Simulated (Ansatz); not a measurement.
# BeCo (Pm-3m): Grüneisen parameters

Wanted: mode Grüneisen parameters of BeCo (Pm-3m).

Main program and level: Ansatz 0.2.0; DFT PBEsol, scalar-relativistic, plane waves, PseudoDojo norm-conserving pseudopotentials.

This is a report of a sequence of runs, with most program output left out.

## 1. The starting structure

Symmetry: Pm-3m, No. 221, cubic system. Conventional cell: a = 2.568 Å, b = 2.568 Å, c = 2.568 Å, α = 90.00°, β = 90.00°, γ = 90.00°. Be has 8 Co at 2.22 Å nearest. Nearest to Co lie 8 Be at 2.22 Å. Farther neighbours are not listed.

## 2. The dispersion

The cell comes from relaxations at this level that are not shown. Stability and thermal properties need the whole zone. Linear response on a 2×2×2 q mesh gives force constants as far as a supercell of that size would.

Contents of input.yaml:

```yaml
crystal:
  lattice:
    - [2.5675119103, 0.0, 0.0]
    - [0.0, 2.5675119103, 0.0]
    - [0.0, 0.0, 2.5675119103]
  atoms:
    - { symbol: Be, position: [0.0, 0.0, 0.0] }
    - { symbol: Co, position: [0.5, 0.5, 0.5], spin: -0.45 }
kpoints:
  mp_grid: { grid: [16, 16, 16] }
hamiltonian:
  xc: pbesol
  pseudopotentials: { kind: nc, accuracy: standard }
scf:
  occupations: { method: gaussian, width: 0.15 }
output:
  eigenvalues: true
  populations: true
magnetization:
  spin_polarized: true
phonons:
  method: dfpt
  qmesh: [2, 2, 2]
  temperatures: { t_max: 1000, t_step: 50 }
  qpath:
    path:
      - [[0.0, 0.0, 0.0], [0.0, 0.5, 0.0], [0.5, 0.5, 0.0], [0.0, 0.0, 0.0], [0.5, 0.5, 0.5], [0.0, 0.5, 0.0]]
      - [[0.5, 0.5, 0.5], [0.5, 0.5, 0.0]]
    npoints: 10
```

Started as:

```console
> ansatz run input.yaml --threads 4 --pin off --max-ram 7168MiB --backend cpu --events-out ev --progress --plain --runs-dir out
```

Run time: 3.9 min. Hardware: 4 threads of Arm Neoverse V2, shared host; peak memory 3.7 GiB; 15 min of CPU time.

Numbers from this step:

- magnetization: -0.3911 μB
- absolute magnetization: 0.4519 μB
- site moments: 0.01826, -0.4125 μB
- volume per atom: 8.463 Å³
- gap on the k-mesh: 0 eV
- sum-rule residual before enforcement: 2.71e-4 eV/Å²
- lowest frequency on the path: 0 cm⁻¹
- point group: m-3m
- highest frequency on the path or at a solved wavevector: 543.1 cm⁻¹
- mean frequency: 359.8 cm⁻¹
- highest optical mode at the zone centre (no LO-TO term): 542.6 cm⁻¹
- lowest optical zone-centre mode: 542.6 cm⁻¹
- lowest mode on the q mesh (acoustic modes at Γ apart): 124.4 cm⁻¹
- edges of the widest gap between branches, on path and mesh: 264.5, 466.4 cm⁻¹

Frequencies (cm⁻¹) solved at each irreducible wavevector; negative means imaginary. Frequencies by wavevector, by row:

| q in reciprocal lattice units | star | mode 1 | mode 2 | mode 3 | mode 4 | mode 5 | mode 6 |
| --- | --- | --- | --- | --- | --- | --- | --- |
| 0 0 0 | 1 | 0 | 0 | 0 | 542.6 | 542.6 | 542.6 |
| 0 0 -0.5 | 3 | 213.5 | 213.5 | 264.5 | 466.4 | 531.7 | 531.7 |
| 0 -0.5 -0.5 | 3 | 124.4 | 124.4 | 243.9 | 509.8 | 541.2 | 541.2 |
| -0.5 -0.5 -0.5 | 1 | 264.2 | 264.2 | 264.2 | 533.8 | 533.8 | 533.8 |

Symmetry leaves 4 wavevectors to solve. The lowest mode among them, the acoustic zeros apart, lies at q = (0, -0.5, -0.5) and is real, 124 cm⁻¹.

## 3. Relaxing at another volume, volume ratio 0.97

The volume is scaled by 0.97 and held; symmetry leaves nothing to relax, so this is a single point. The modes can then be followed against volume.

input.yaml, the sections that differ from step 2:

```yaml
crystal:
  lattice:
    - [2.5415756733, 0.0, 0.0]
    - [0.0, 2.5415756733, 0.0]
    - [0.0, 0.0, 2.5415756733]
  atoms:
    - { symbol: Be, position: [0.0, 0.0, 0.0] }
    - { symbol: Co, position: [0.5, 0.5, 0.5], spin: -0.45 }
output:
  forces: true
  stress: true
  eigenvalues: true
  populations: true
# kpoints, hamiltonian, scf, magnetization: as in step 2
# phonons: removed
```

Elapsed: 7.6 s, on 4 threads; peak memory 0.52 GiB; 29 s of CPU time.

Numbers from this step:

- magnetization: -0.3698 μB
- absolute magnetization: 0.4238 μB
- site moments: 0.01640, -0.3876 μB
- pressure: 6.898 GPa
- volume per atom: 8.209 Å³

The cell carries a net spin moment of 0.37 μB and an absolute one of 0.42 μB.

## 4. Phonons at the other volume, volume ratio 0.97

The phonons are repeated at this volume on the same k and q meshes.

input.yaml, the sections that differ from step 3:

```yaml
crystal:
  lattice:
    - [2.5415756733, 0.0, 0.0]
    - [0.0, 2.5415756733, 0.0]
    - [0.0, 0.0, 2.5415756733]
  atoms:
    - { symbol: Be, position: [0.0, 0.0, 0.0] }
    - { symbol: Co, position: [0.5, 0.5, 0.5], spin: -0.43 }
output:
  eigenvalues: true
  populations: true
phonons:
  method: dfpt
  qmesh: [2, 2, 2]
  temperatures: { t_max: 1000, t_step: 50 }
  qpath:
    path:
      - [[0.0, 0.0, 0.0], [0.0, 0.5, 0.0], [0.5, 0.5, 0.0], [0.0, 0.0, 0.0], [0.5, 0.5, 0.5], [0.0, 0.5, 0.0]]
      - [[0.5, 0.5, 0.5], [0.5, 0.5, 0.0]]
    npoints: 10
# kpoints, hamiltonian, scf, magnetization: as in step 3
```

The job ended after 3.8 min (4 threads; peak memory 3.6 GiB).

This step gave:

| Item | Value |
| --- | --- |
| sum-rule residual before enforcement | 2.51e-4 eV/Å² |
| highest frequency on the path or at a solved wavevector | 569.9 cm⁻¹ |
| mean frequency | 376.8 cm⁻¹ |
| highest optical mode at the zone centre (no LO-TO term) | 566.9 cm⁻¹ |
| lowest optical zone-centre mode | 566.9 cm⁻¹ |
| lowest mode on the q mesh (acoustic modes at Γ apart) | 132.8 cm⁻¹ |
| edges of the widest gap between branches, on path and mesh | 281, 495.6 cm⁻¹ |

Frequencies (cm⁻¹) solved at each irreducible wavevector; negative means imaginary. Frequencies by wavevector, by row:

```
q in reciprocal lattice units  star  mode 1  mode 2  mode 3  mode 4  mode 5  mode 6
                        0 0 0     1       0       0       0   566.9   566.9   566.9
                     0 0 -0.5     3   221.1   221.1     281   495.6   553.6   553.6
                  0 -0.5 -0.5     3   132.8   132.8   250.8   530.5   569.2   569.2
               -0.5 -0.5 -0.5     1   278.8   278.8   278.8     558     558     558
```

The highest optical mode at the zone centre (no LO-TO term) is 566.9 cm⁻¹, +24.3 cm⁻¹ against the base run.

## 5. Relaxing at another volume, volume ratio 1.03

The volume is scaled by 1.03 and held; symmetry leaves nothing to relax, so this is a single point. The modes can then be followed against volume.

input.yaml, the sections that differ from step 4:

```yaml
crystal:
  lattice:
    - [2.5929344737, 0.0, 0.0]
    - [0.0, 2.5929344737, 0.0]
    - [0.0, 0.0, 2.5929344737]
  atoms:
    - { symbol: Be, position: [0.0, 0.0, 0.0] }
    - { symbol: Co, position: [0.5, 0.5, 0.5], spin: -0.45 }
output:
  forces: true
  stress: true
  eigenvalues: true
  populations: true
  write_density: true
  write_potential: true
  elf: true
  volumetric_format: npy
# kpoints, hamiltonian, scf, magnetization: as in step 4
# phonons: removed
```

It took 9.2 s on 4 threads; peak memory 0.54 GiB.

Numbers from this step:

```yaml
magnetization: -0.4101 μB
absolute_magnetization: 0.4779 μB
site_moments: 0.02016, -0.4354 μB
pressure: -5.907 GPa
volume_per_atom: 8.717 Å³
```

The cell carries a net spin moment of 0.41 μB and an absolute one of 0.48 μB.

## 6. Phonons at the other volume, volume ratio 1.03

input.yaml, the sections that differ from step 5:

```yaml
crystal:
  lattice:
    - [2.5929344737, 0.0, 0.0]
    - [0.0, 2.5929344737, 0.0]
    - [0.0, 0.0, 2.5929344737]
  atoms:
    - { symbol: Be, position: [0.0, 0.0, 0.0] }
    - { symbol: Co, position: [0.5, 0.5, 0.5], spin: -0.48 }
output:
  eigenvalues: true
  populations: true
phonons:
  method: dfpt
  qmesh: [2, 2, 2]
  temperatures: { t_max: 1000, t_step: 50 }
  qpath:
    path:
      - [[0.0, 0.0, 0.0], [0.0, 0.5, 0.0], [0.5, 0.5, 0.0], [0.0, 0.0, 0.0], [0.5, 0.5, 0.5], [0.0, 0.5, 0.0]]
      - [[0.5, 0.5, 0.5], [0.5, 0.5, 0.0]]
    npoints: 10
# kpoints, hamiltonian, scf, magnetization: as in step 5
```

Wall time 3.9 min (4 threads); peak memory 3.8 GiB.

Numbers from this step:

| Property | Result |
| --- | --- |
| sum-rule residual before enforcement | 7.22e-4 eV/Å² |
| highest frequency on the path or at a solved wavevector | 519.4 cm⁻¹ |
| mean frequency | 343.4 cm⁻¹ |
| highest optical mode at the zone centre (no LO-TO term) | 519.4 cm⁻¹ |
| lowest optical zone-centre mode | 519.4 cm⁻¹ |
| lowest mode on the q mesh (acoustic modes at Γ apart) | 116.1 cm⁻¹ |
| edges of the widest gap between branches, on path and mesh | 250, 437.8 cm⁻¹ |

Frequencies (cm⁻¹) solved at each irreducible wavevector; negative means imaginary. Frequencies by wavevector, by row:

| q in reciprocal lattice units | star | mode 1 | mode 2 | mode 3 | mode 4 | mode 5 | mode 6 |
| --- | --- | --- | --- | --- | --- | --- | --- |
| 0 0 0 | 1 | 0 | 0 | 0 | 519.4 | 519.4 | 519.4 |
| 0 0 -0.5 | 3 | 206.1 | 206.1 | 248.8 | 437.8 | 510.7 | 510.7 |
| 0 -0.5 -0.5 | 3 | 116.1 | 116.1 | 237.2 | 490 | 514.5 | 514.5 |
| -0.5 -0.5 -0.5 | 1 | 250 | 250 | 250 | 510.6 | 510.6 | 510.6 |

The highest optical mode at the zone centre (no LO-TO term) is 519.4 cm⁻¹, -23.2 cm⁻¹ against the base run.

## 7. Grüneisen parameters

The Grüneisen parameter of a mode is minus the logarithmic change of its frequency with volume, −d ln ω / d ln V; weighted by heat capacity it gives the expansion.

This step gave:

| Quantity | Value |
| --- | --- |
| bulk modulus | 213.4 GPa |

Phonon branches along the path, in cm⁻¹:

```
    point  branch 1  branch 2  branch 3  branch 4  branch 5  branch 6
        Γ         0         0         0       543       543       543
  halfway       149       149       174       510       538       538
        X       214       214       264       466       532       532
  halfway       166       205       229       508       521       537
        M       124       124       244       510       541       541
  halfway        99       192       237       498       530       543
        Γ         0         0         0       543       543       543
  halfway       184       184       223       516       531       531
        R       264       264       264       534       534       534
  halfway       180       207       248       516       523       542
        X       214       214       264       466       532       532
jump to R       264       264       264       534       534       534
  halfway       206       206       254       522       538       538
        M       124       124       244       510       541       541
```

The same for volume x 0.97:

```
point  branch 1  branch 2  branch 3  branch 4  branch 5  branch 6
    Γ         0         0         0       567       567       567
    X       221       221       281       496       554       554
    M       133       133       251       530       569       569
    Γ         0         0         0       567       567       567
    R       279       279       279       558       558       558
    X       221       221       281       496       554       554
    R       279       279       279       558       558       558
    M       133       133       251       530       569       569
```

The same for volume x 1.03:

```csv
point,branch 1,branch 2,branch 3,branch 4,branch 5,branch 6
Γ,0,0,0,519,519,519
X,206,206,249,438,511,511
M,116,116,237,490,514,514
Γ,0,0,0,519,519,519
R,250,250,250,511,511,511
X,206,206,249,438,511,511
R,250,250,250,511,511,511
M,116,116,237,490,514,514
```

Mode Grueneisen parameter -dln(w)/dln(V), modes matched by rank; at Γ the acoustic branches take the value of a neighbouring point of the path. Mode grüneisen parameters along the path, in :

```csv
point,branch 1,branch 2,branch 3,branch 4,branch 5,branch 6
Γ,1.08,1.08,2.39,1.46,1.46,1.46
halfway,1.12,1.12,2.28,1.69,1.41,1.41
X,1.17,1.17,2.03,2.07,1.34,1.34
halfway,1.69,1.93,1.03,1.82,1.33,1.54
M,2.24,2.24,0.93,1.32,1.68,1.68
halfway,2.21,1.05,1.71,1.60,1.37,1.60
Γ,2.09,1.09,1.80,1.46,1.46,1.46
halfway,1.56,1.56,1.48,1.55,1.53,1.53
R,1.82,1.82,1.82,1.48,1.48,1.48
halfway,1.32,1.84,1.53,1.44,1.69,1.51
X,1.17,1.17,2.03,2.07,1.34,1.34
jump to R,1.82,1.82,1.82,1.48,1.48,1.48
halfway,1.83,1.83,1.41,1.40,1.59,1.59
M,2.24,2.24,0.93,1.32,1.68,1.68
```

## 8. Results

| Item | Value |
| --- | --- |
| bulk modulus | 213 GPa |

What this shows: No expansion is given, because the q mesh is too coarse for sums over the spectrum. The highest optical mode at Γ goes from 567 to 519 cm⁻¹ as the cell grows, a Grüneisen parameter of 1.46. Mode parameters on the path run from 0.93 to 2.4, with a median of 1.5. Branches are matched by rank, so values near crossings are rough. The q mesh stands for a supercell only 5.1 Å across, so branches between the solved wavevectors are rough. The magnetic state is the one that the run reached from its starting moments; a lower one was not ruled out. With no gap, or one that is small against the smearing, the frequencies hang on the k mesh and the smearing, most of all near Kohn anomalies. A phonon run warned that its eigensolver left some bands unconverged in a pass.

[Logs are printed without paths, hosts, clocks, repeated set-up lines and the standing remarks that a program may print on its own settings, such as how far it seeks lower states.]

[Hosts, paths, dates, database ids (printed as entryN), source tags and the programs' standing remarks are cut or masked in the printed files.]
